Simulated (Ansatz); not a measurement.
# Elastic response of random zinc-blende (Al, Ga, In)P solid solution (64 atoms)

How stiff is random zinc-blende (Al, Ga, In)P solid solution (64 atoms), and how do its levels respond to strain?

Program: Ansatz 0.2.0. Level of theory: Kohn-Sham DFT, LDA, PAW (set soft_1), plane waves; PAW set soft_1. Values are calculated unless marked as measured.

### 1. The starting structure

The cell holds 64 atoms: 11 Ga, 32 P, 10 Al and 11 In. Its edges and angles: a = 11.188 Å, b = 11.188 Å, c = 11.188 Å, α = 90.0°, β = 90.0°, γ = 90.0°. It derives from AlP and InP and GaP. Zinc-blende lattice (a = 5.594 Å, the mean of the end members), 2 x 2 x 2 cells, metal sites filled at random with 10 Al, 11 Ga, 11 In; not relaxed, displaced by a Gaussian of 0.02 Å.

Limits known from the start: Sampling is at Γ alone.

### 2. Single point at the start

The forces at the start show how far the geometry lies from a minimum of this functional.

Input file input.yaml:

```yaml
crystal:
  lattice:
    - [11.188, 0.0, 0.0]
    - [0.0, 11.188, 0.0]
    - [0.0, 0.0, 11.188]
  atoms:
    - { symbol: Ga, position: [0.00271, 0.00086, 0.9994] }
    - { symbol: P, position: [0.12501, 0.12354, 0.12564] }
    - { symbol: Al, position: [0.99886, 0.25007, 0.24919] }
    - { symbol: P, position: [0.12137, 0.37689, 0.37251] }
    - { symbol: Al, position: [0.2502, 0.99504, 0.25237] }
    - { symbol: P, position: [0.37517, 0.1218, 0.37361] }
    - { symbol: In, position: [0.25175, 0.25129, 0.99809] }
    - { symbol: P, position: [0.37167, 0.37623, 0.12645] }
    - { symbol: In, position: [0.9974, 0.99904, 0.50005] }
    - { symbol: P, position: [0.12546, 0.1261, 0.62423] }
    - { symbol: Al, position: [0.9984, 0.2534, 0.74928] }
    - { symbol: P, position: [0.1262, 0.37515, 0.87525] }
    - { symbol: In, position: [0.25115, 0.99853, 0.74762] }
    - { symbol: P, position: [0.37592, 0.12693, 0.87031] }
    - { symbol: In, position: [0.24867, 0.25101, 0.5025] }
    - { symbol: P, position: [0.37448, 0.37267, 0.62643] }
    - { symbol: In, position: [0.99922, 0.49992, 0.00253] }
    - { symbol: P, position: [0.12561, 0.62804, 0.12469] }
    - { symbol: Al, position: [0.99657, 0.75076, 0.24821] }
    - { symbol: P, position: [0.12387, 0.87412, 0.37669] }
    - { symbol: In, position: [0.25099, 0.50022, 0.25005] }
    - { symbol: P, position: [0.37447, 0.62517, 0.37819] }
    - { symbol: Al, position: [0.25215, 0.74988, 0.00155] }
    - { symbol: P, position: [0.37366, 0.87429, 0.12708] }
    - { symbol: In, position: [0.99797, 0.50058, 0.49805] }
    - { symbol: P, position: [0.12419, 0.62494, 0.62731] }
    - { symbol: In, position: [0.99891, 0.74821, 0.74808] }
    - { symbol: P, position: [0.12398, 0.87409, 0.87752] }
    - { symbol: Ga, position: [0.24834, 0.50045, 0.74992] }
    - { symbol: P, position: [0.37251, 0.62752, 0.87407] }
    - { symbol: Al, position: [0.24725, 0.75104, 0.50112] }
    - { symbol: P, position: [0.37434, 0.87212, 0.62297] }
    - { symbol: Ga, position: [0.50245, 0.0003, 0.00086] }
    - { symbol: P, position: [0.62438, 0.12509, 0.12476] }
    - { symbol: In, position: [0.49858, 0.24869, 0.2514] }
    - { symbol: P, position: [0.6224, 0.37539, 0.37517] }
    - { symbol: Al, position: [0.74896, 0.00295, 0.25045] }
    - { symbol: P, position: [0.87297, 0.1254, 0.37725] }
    - { symbol: In, position: [0.75023, 0.24843, 0.00152] }
    - { symbol: P, position: [0.87149, 0.37845, 0.12681] }
    - { symbol: Ga, position: [0.50134, 0.99994, 0.50466] }
    - { symbol: P, position: [0.62655, 0.12581, 0.62477] }
    - { symbol: Ga, position: [0.49704, 0.25305, 0.74824] }
    - { symbol: P, position: [0.62574, 0.37376, 0.87659] }
    - { symbol: Ga, position: [0.75191, 0.00202, 0.74959] }
    - { symbol: P, position: [0.87344, 0.1283, 0.87501] }
    - { symbol: Ga, position: [0.75092, 0.24777, 0.50411] }
    - { symbol: P, position: [0.87669, 0.3714, 0.62598] }
    - { symbol: Al, position: [0.50056, 0.49951, 0.99979] }
    - { symbol: P, position: [0.62332, 0.62704, 0.12443] }
    - { symbol: Ga, position: [0.49748, 0.75029, 0.25162] }
    - { symbol: P, position: [0.62578, 0.87301, 0.37221] }
    - { symbol: Al, position: [0.75001, 0.49816, 0.25156] }
    - { symbol: P, position: [0.87678, 0.62703, 0.37126] }
    - { symbol: Ga, position: [0.75005, 0.75049, 0.99928] }
    - { symbol: P, position: [0.87498, 0.8741, 0.1276] }
    - { symbol: Ga, position: [0.50181, 0.49886, 0.49921] }
    - { symbol: P, position: [0.62715, 0.62625, 0.62536] }
    - { symbol: Al, position: [0.49918, 0.75066, 0.75005] }
    - { symbol: P, position: [0.62514, 0.87527, 0.87269] }
    - { symbol: In, position: [0.75081, 0.4988, 0.74897] }
    - { symbol: P, position: [0.87384, 0.62615, 0.87838] }
    - { symbol: Ga, position: [0.75105, 0.74874, 0.50065] }
    - { symbol: P, position: [0.87349, 0.87875, 0.62496] }
kpoints:
  mp_grid: { grid: [1, 1, 1] }
hamiltonian:
  xc: lda
  pseudopotentials: { kind: paw, azcp: { folder: soft_1 }, xc_functional: pbe }
scf:
  occupations: { method: fermi_dirac, width: 0.05 }
output:
  forces: true
```

Launch:

```console
$ ansatz run input.yaml --threads 4 --pin off --max-ram 8192MiB --backend cpu --events-out ev --progress --plain --runs-dir out
```

Standard output:

```text
[...]
Pseudopotentials: kind: paw
Pseudopotential: Ga, paw, valence charge 13, recommended cutoff 420 eV (normal), soft_1/Ga.paw.azcp
Pseudopotential: P, paw, valence charge 5, recommended cutoff 420 eV (normal), soft_1/P.paw.azcp
Pseudopotential: Al, paw, valence charge 3, recommended cutoff 420 eV (normal), soft_1/Al.paw.azcp
Pseudopotential: In, paw, valence charge 13, recommended cutoff 420 eV (normal), soft_1/In.paw.azcp
[... 3 lines on functional and potentials left out ...]
Crystal: 64 atoms, lattice volume = 1400.417 Å³
Basis set: ecut = 420 eV, 27369 PW (Γ)
Bands: 302, of which v1, the nominal top of the filled ones, is band 238 counted from 1 (237 counted from 0)
Symmetry: 1 space group operations
Space group: P1 (ITA 1), of the structure as read, at distance tolerance 1.1e-4 Å
k-points: 1
[... 13 lines on functional and potentials left out ...]
Initial density: superposition of atomic densities (chi_scale 0.1, normalization cell, long waves kept (reshape's long-wave potential 0.07 eV rms))
Initial wavefunctions: pseudopotential atomic-orbital guess
[...]
SCF iter   1: F=—  HF=-129192.542575 eV  |F-HF|=—  |Δ(HF+E_count)|=         —  Δρ=4.20e-2  dr2=2.90e1  ethr=3.10e-3  ⟨swp⟩=8.0  Hψ=1488  notcnv=0  defer=29
preconditioner: auto → Resta (q_TF=auto, 2.279 Å⁻¹)  ε∞=3.9  [insulator: Δε(μ)=1.705 eV  Ē_g=12.705 eV  σ=0.050 eV  W_gap=1.00  n_scr=256 (ndim 8)  ℏωp=21.6 eV  f_vac=0.000  D(μ)=0.00/eV (n_scr^D=0)  ε∞_Penn≈3.9]
SCF iter   2: F=—  HF=-129184.921639 eV  |F-HF|=—  |Δ(HF+E_count)|=    7.62e0  Δρ=2.25e-2  dr2=6.76e0  ethr=3.10e-3  ⟨swp⟩=2.0  Hψ=461  notcnv=0  defer=47
SCF iter   3: F=—  HF=-129183.181517 eV  |F-HF|=—  |Δ(HF+E_count)|=    1.74e0  Δρ=4.51e-3  dr2=3.33e-1  ethr=1.42e-3  ⟨swp⟩=4.0  Hψ=516  notcnv=0  defer=47
SCF iter   4: F=—  HF=-129183.077500 eV  |F-HF|=—  |Δ(HF+E_count)|=   1.04e-1  Δρ=2.28e-3  dr2=7.14e-2  ethr=7.00e-5  ⟨swp⟩=3.0  Hψ=519  notcnv=0  defer=47
SCF iter   5: F=—  HF=-129183.034788 eV  |F-HF|=—  |Δ(HF+E_count)|=   4.27e-2  Δρ=7.66e-4  dr2=7.95e-3  ethr=1.50e-5  ⟨swp⟩=2.0  Hψ=510  notcnv=0  defer=21
automatic band count: iteration 5 solves 276 bands in place of 302: the levels show a gap, and the empty bands left out lie too high to hold charge; the band table lists the bands solved (type scf.n_extra_bands for more)
SCF iter   6: F=—  HF=-129183.037840 eV  |F-HF|=—  |Δ(HF+E_count)|=   3.05e-3  Δρ=2.39e-4  dr2=7.76e-4  ethr=1.67e-6  ⟨swp⟩=3.0  Hψ=559  notcnv=0  defer=21
SCF iter   7: F=—  HF=-129183.037884 eV  |F-HF|=—  |Δ(HF+E_count)|=   4.46e-5  Δρ=3.49e-5  dr2=2.60e-5  ethr=1.63e-7  ⟨swp⟩=2.0  Hψ=438  notcnv=0  defer=21
SCF iter   8: F=—  HF=-129183.037146 eV  |F-HF|=—  |Δ(HF+E_count)|=   7.38e-4  Δρ=1.45e-5  dr2=4.49e-6  ethr=5.47e-9  ⟨swp⟩=3.0  Hψ=542  notcnv=0  defer=21
SCF iter   9: F=—  HF=-129183.037147 eV  |F-HF|=—  |Δ(HF+E_count)|=   7.78e-7  Δρ=6.05e-6  dr2=4.42e-7  ethr=9.44e-10  ⟨swp⟩=2.0  Hψ=493  notcnv=0  defer=21
SCF iter  10: F=—  HF=-129183.037147 eV  |F-HF|=—  |Δ(HF+E_count)|=   3.79e-8  Δρ=3.69e-6  dr2=2.15e-7  ethr=2.10e-11  ⟨swp⟩=6.0  Hψ=1239  notcnv=0
SCF iter  11: F=-129183.037147 eV  HF=-129183.037147 eV  |F-HF|=5.41e-9  |Δ(HF+E_count)|=   1.21e-7  Δρ=7.57e-7  dr2=1.05e-8  ethr=2.10e-11  ⟨swp⟩=3.0  Hψ=1023  notcnv=0
SCF 1 converged in 11 iterations: F = -129183.037147 eV  dr2 = 1.05e-8
[...]
SCF converged after 11 iterations
Free energy (F): -129183.037147 eV
Harris-Foulkes:  -129183.037147 eV  (|F-HF|=5.41e-9)
Internal energy: -129183.037139 eV  (E = F + TS)
E sigma→0 (E₀):  -129183.037143 eV
Entropy (-TS):   -0.000008 eV (-0.000 meV/atom)
Fermi energy:    7.071647 eV
--- Per-component energies (eV) ---
[...]
Σ components = -129183.037147   (vs F -129183.037147, Δ=0.00e0)
--- Forces (eV/Å), atoms counted from 1 ---
  atom   1  Ga    -0.30953709    -0.11878939     0.09043790
  atom   2  P     -0.58158960    -0.59131223     0.72607387
  atom   3  Al    -0.13793766    -0.01399342     0.05905346
  atom   4  P     -0.35568600    -1.17434998    -0.60693046
[...]
atom  64  P     -1.63923190    -0.58906688     0.26019409
  max |Σ_I F_I| component: 6.09e-5 eV/Å
```

Elapsed: 9.7 s, on 4 threads of Intel Xeon Platinum 8375C at 2.90GHz (Ice Lake), shared host; peak memory 1.5 GiB; 34 s of CPU time.

The r.m.s. force at the start is 0.59 eV/Å.

### 3. Cell and atoms relaxed

The cell is relaxed with the atoms, since the starting lattice needn't suit this functional.

Input file input.yaml:

```yaml
crystal:
  lattice:
    - [11.188, 0.0, 0.0]
    - [0.0, 11.188, 0.0]
    - [0.0, 0.0, 11.188]
  atoms:
    [... the 64 atom lines of step 2 ...]
kpoints:
  mp_grid: { grid: [1, 1, 1] }
hamiltonian:
  xc: lda
  pseudopotentials: { kind: paw, azcp: { folder: soft_1 }, xc_functional: pbe }
scf:
  occupations: { method: fermi_dirac, width: 0.05 }
output:
  forces: true
relax:
  f_tol: 0.05
  max_steps: 150
  cell: {}
```

Standard output:

```text
[...]
Crystal: 64 atoms, lattice volume = 1400.417 Å³
Basis set: ecut = 420 eV, 27369 PW (Γ)
Bands: 302, of which v1, the nominal top of the filled ones, is band 238 counted from 1 (237 counted from 0)
Symmetry: 1 space group operations
[...]
k-points: 1
[...]
SCF iter   1: F=—  HF=-129192.542575 eV  |F-HF|=—  |Δ(HF+E_count)|=         —  Δρ=4.20e-2  dr2=2.90e1  ethr=3.10e-3  ⟨swp⟩=8.0  Hψ=1488  notcnv=0  defer=29
[...]
SCF iter  11: F=-129183.037147 eV  HF=-129183.037147 eV  |F-HF|=8.15e-10  |Δ(HF+E_count)|=   1.45e-7  Δρ=6.31e-7  dr2=8.65e-9  ethr=2.10e-11  ⟨swp⟩=5.0  Hψ=1042  notcnv=0
SCF 1 converged in 11 iterations: F = -129183.037147 eV  dr2 = 8.65e-9
[...]
relax step   1: F+E_penalty+E_count = -129183.03714691 eV  Δ(F+E_penalty+E_count) = +0.000e0 eV  max|allowed force component| = 1.774e0 eV/Å  Δτ_max = 0.0000 Å  P = -0.533 GPa  Ω = 1400.417 Å³  (11 SCF iters, dr2 threshold 1.00e-7 eV, accepted)
[...]
relax step   2: F+E_penalty+E_count = -129186.05025719 eV  Δ(F+E_penalty+E_count) = -3.013e0 eV  max|allowed force component| = 2.827e-1 eV/Å  Δτ_max = 0.1904 Å  P = -0.921 GPa  Ω = 1390.075 Å³  energy of the carried Pulay correction = +1.123e-3 eV  (7 SCF iters, dr2 threshold 6.40e-6 eV, accepted)
[...]
relax step   3: F+E_penalty+E_count = -129186.17189676 eV  Δ(F+E_penalty+E_count) = -1.216e-1 eV  max|allowed force component| = 5.004e-2 eV/Å  Δτ_max = 0.0334 Å  P = +0.025 GPa  Ω = 1373.949 Å³  energy of the carried Pulay correction = +2.890e-3 eV  (6 SCF iters, dr2 threshold 4.99e-6 eV, accepted)
[...]
relax step   4: F+E_penalty+E_count = -129186.17449065 eV  Δ(F+E_penalty+E_count) = -2.594e-3 eV  max|allowed force component| = 1.073e-2 eV/Å  Δτ_max = 0.0074 Å  P = -0.002 GPa  Ω = 1374.261 Å³  energy of the carried Pulay correction = +2.855e-3 eV  (6 SCF iters, dr2 threshold 1.57e-7 eV, accepted)
[...]
relax step   5: F+E_penalty+E_count = -129186.17215500 eV  Δ(F+E_penalty+E_count) = +2.336e-3 eV  max|allowed force component| = 1.073e-2 eV/Å  Δτ_max = 0.0000 Å  P = -0.005 GPa  Ω = 1374.261 Å³  stress off target by 6.97e-3 GPa  SCF on the basis re-selected at this cell (its energy is not comparable with the rows above)  (5 SCF iters)
basis re-selected at this cell: Δ(F+E_penalty+E_count) = +2.336e-3 eV, ΔP = -0.002 GPa vs the last step (what re-selecting the basis moved, of the pressure what is left beyond the Pulay correction that the steps carried, after the strain that the cell walked since its last selection, [...]
SCF converged after 5 iterations
Free energy (F): -129186.172155 eV
[...]
Internal energy: -129186.172147 eV  (E = F + TS)
E sigma→0 (E₀):  -129186.172151 eV
Entropy (-TS):   -0.000008 eV (-0.000 meV/atom)
Fermi energy:    7.258870 eV
[...]
--- Forces (eV/Å), atoms counted from 1 ---
  atom   1  Ga    -0.00342987     0.00018984    -0.00421641
  atom   2  P      0.00014375    -0.00473406    -0.00156466
  atom   3  Al    -0.00004630     0.00181986     0.00229482
  atom   4  P     -0.00135686     0.00001358    -0.00118886
  atom   5  Al    -0.00296010    -0.00005473     0.00063257
  atom   6  P      0.00393719    -0.00080045    -0.00060888
  atom   7  In    -0.00653872     0.00105977     0.00084084
  atom   8  P      0.00313911     0.00022972     0.00228301
  atom   9  In     0.00167414     0.00379769    -0.00260716
  atom  10  P      0.00087365     0.00097951    -0.00255357
  atom  11  Al     0.00626757    -0.00052047     0.00526584
  atom  12  P     -0.00025262     0.00054713    -0.00161392
  atom  13  In    -0.00395757    -0.00068868    -0.00042933
  atom  14  P     -0.00225689     0.00319737     0.00453813
[...]
atom  63  Ga     0.00375637    -0.00229197     0.00170148
  atom  64  P     -0.00246723     0.00075596    -0.00223722
  max |Σ_I F_I| component: 6.80e-5 eV/Å
--- Stress (GPa, compression-positive) ---
       -0.004384       0.000547      -0.000316
        0.000547      -0.004740       0.002204
       -0.000316       0.002204      -0.004491
  P = ⅓ Tr σ = -0.0045 GPa (-0.045 kbar)
--- Relaxed structure (4 steps of the walk, 4 accepted, 1 SCFs on fresh bases) ---
  F+E_penalty+E_count = -129186.17215500 eV   max|allowed force component| = 1.073e-2 eV/Å   (the final SCF, on the basis selected at the relaxed cell)
  cell:  # Å, volume = 1374.2609 Å³
    - [11.128290, 0.000842108, 0.00268766]
    - [0.000842108, 11.117337, 0.00214483]
    - [0.00268766, 0.00214483, 11.108106]
  atoms:
    - { symbol: Ga, position: [-0.00281167, -0.0028294, 1.004298] }
    - { symbol: P, position: [0.117383, 0.117196, 0.132187] }
    - { symbol: Al, position: [0.994161, 0.245931, 0.249647] }
    - { symbol: P, position: [0.119846, 0.367307, 0.365309] }
[...]
- { symbol: P, position: [0.858833, 0.874137, 0.623316] }
```

Elapsed: 40 s, on 4 threads; peak memory 1.5 GiB.

The relaxation converged after 4 steps, with a largest force component of 0.011 eV/Å.

(Continued in part 2 of 3.)

[Long decimals in the printed logs are rounded to 6 places.]

[Logs are printed without paths, hosts, clocks, repeated set-up lines and the standing remarks that a program may print on its own settings, such as how far it seeks lower states.]

[Hosts, paths, dates, database ids (printed as entryN), source tags and the programs' standing remarks are cut or masked in the printed files.]
